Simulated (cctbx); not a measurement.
# What is wrong with this refinement?

Cell a = 15.1420 Å, b = 15.1420 Å, c = 9.8840 Å, α = 90.00°, β = 90.00°, γ = 120.00°; space group R-3c (no. 167). The compound is TiTe6Br3.

The data are simulated with cctbx, not measured: Mo Kα, λ = 0.71073 Å, to d = 0.7 Å, 50 % of the full sphere, strongest reflection 40000 counts, noise from counting, a 4 % proportional error and a noise floor of 15 counts (s.d.); no absorption, and some extinction, which the refinements don't model.

An anisotropic refinement with weights 1/σ² prints:

```text
Rint 0.040, 674 unique reflections to 0.70 A
cycle     R1     wR2    GooF  max shift (A)
   1  0.0379  0.0940   2.911   0.00091
   2  0.0175  0.0380   1.176   0.00000
final R1 0.0175 wR2 0.0380 GooF 1.176  parameters 16  data/parameter 42.1
atom        x        y        z      Ueq    occ   su(xyz)  su(Uiso or U11)
Te1    0.16828  0.07589  0.40500   0.0132  1.000  0.00002  0.0001
Br1    0.06815  0.40148  0.41667   0.0150  1.000  0.00003  0.0001
Ti1    0.00000  0.00000  0.75000   0.0225  1.000  0.00000  0.0005
difference map: max 0.92 min -1.49 rms 0.29
Q1    0.0267  0.3879  0.4140   36    0.96  0.56 A from Br1
Q2    0.0320  0.0746  0.0030   36    0.92  1.53 A from Te1
Q3    0.0957  0.2274  0.2587   36    0.91  1.80 A from Te1
Q4    0.0000  0.0000  0.0985   12    0.86  1.50 A from Ti1
Q5    0.0629  0.2022  0.7349   36    0.81  1.61 A from Te1
Q6    0.0451  0.1343  0.1699   36    0.79  0.89 A from Te1
```

Q: Accept it or mend it, and why?

Mend it. The fault: dispersion terms of the wrong wavelength (1.54184 Å). Against the right model at the same level, R1 goes from 0.0160 to 0.0175 and GooF from 1.01 to 1.18. f′ and f″ must be those of the data's wavelength; the error mimics a mistyped heavy atom. The signs are weak, and the output alone doesn't single this fault out.

The compound is TiTe6Br3. The right model at the same level gives:

```text
Rint 0.040, 674 unique reflections to 0.70 A
cycle     R1     wR2    GooF  max shift (A)
   1  0.0278  0.0650   2.013   0.00088
   2  0.0160  0.0326   1.011   0.00000
final R1 0.0160 wR2 0.0326 GooF 1.011  parameters 16  data/parameter 42.1
atom        x        y        z      Ueq    occ   su(xyz)  su(Uiso or U11)
Te1    0.16828  0.07587  0.40499   0.0120  1.000  0.00002  0.0001
Br1    0.06816  0.40149  0.41667   0.0172  1.000  0.00003  0.0001
Ti1    0.00000  0.00000  0.75000   0.0225  1.000  0.00000  0.0004
difference map: max 0.82 min -1.60 rms 0.27
Q1    0.0931  0.2230  0.2516   36    0.85  1.71 A from Te1
Q2    0.0471  0.2560  0.8249   36    0.79  1.08 A from Br1
Q3    0.0238  0.1208  0.3711   36    0.77  1.39 A from Te1
Q4    0.0251  0.0697  0.0006   36    0.75  1.59 A from Te1
Q5    0.0888  0.5345  0.0783   36    0.74  2.09 A from Te1
Q6    0.0315  0.4466  0.0910   36    0.74  1.62 A from Br1
```

The model is made up (kin elements in a known structure type, no relaxation), so it says nothing on whether the phase exists.

[Middle refinement cycles are left out of these outputs.]

[Logs are printed without paths, hosts, clocks, repeated set-up lines and the standing remarks that a program may print on its own settings, such as how far it seeks lower states.]
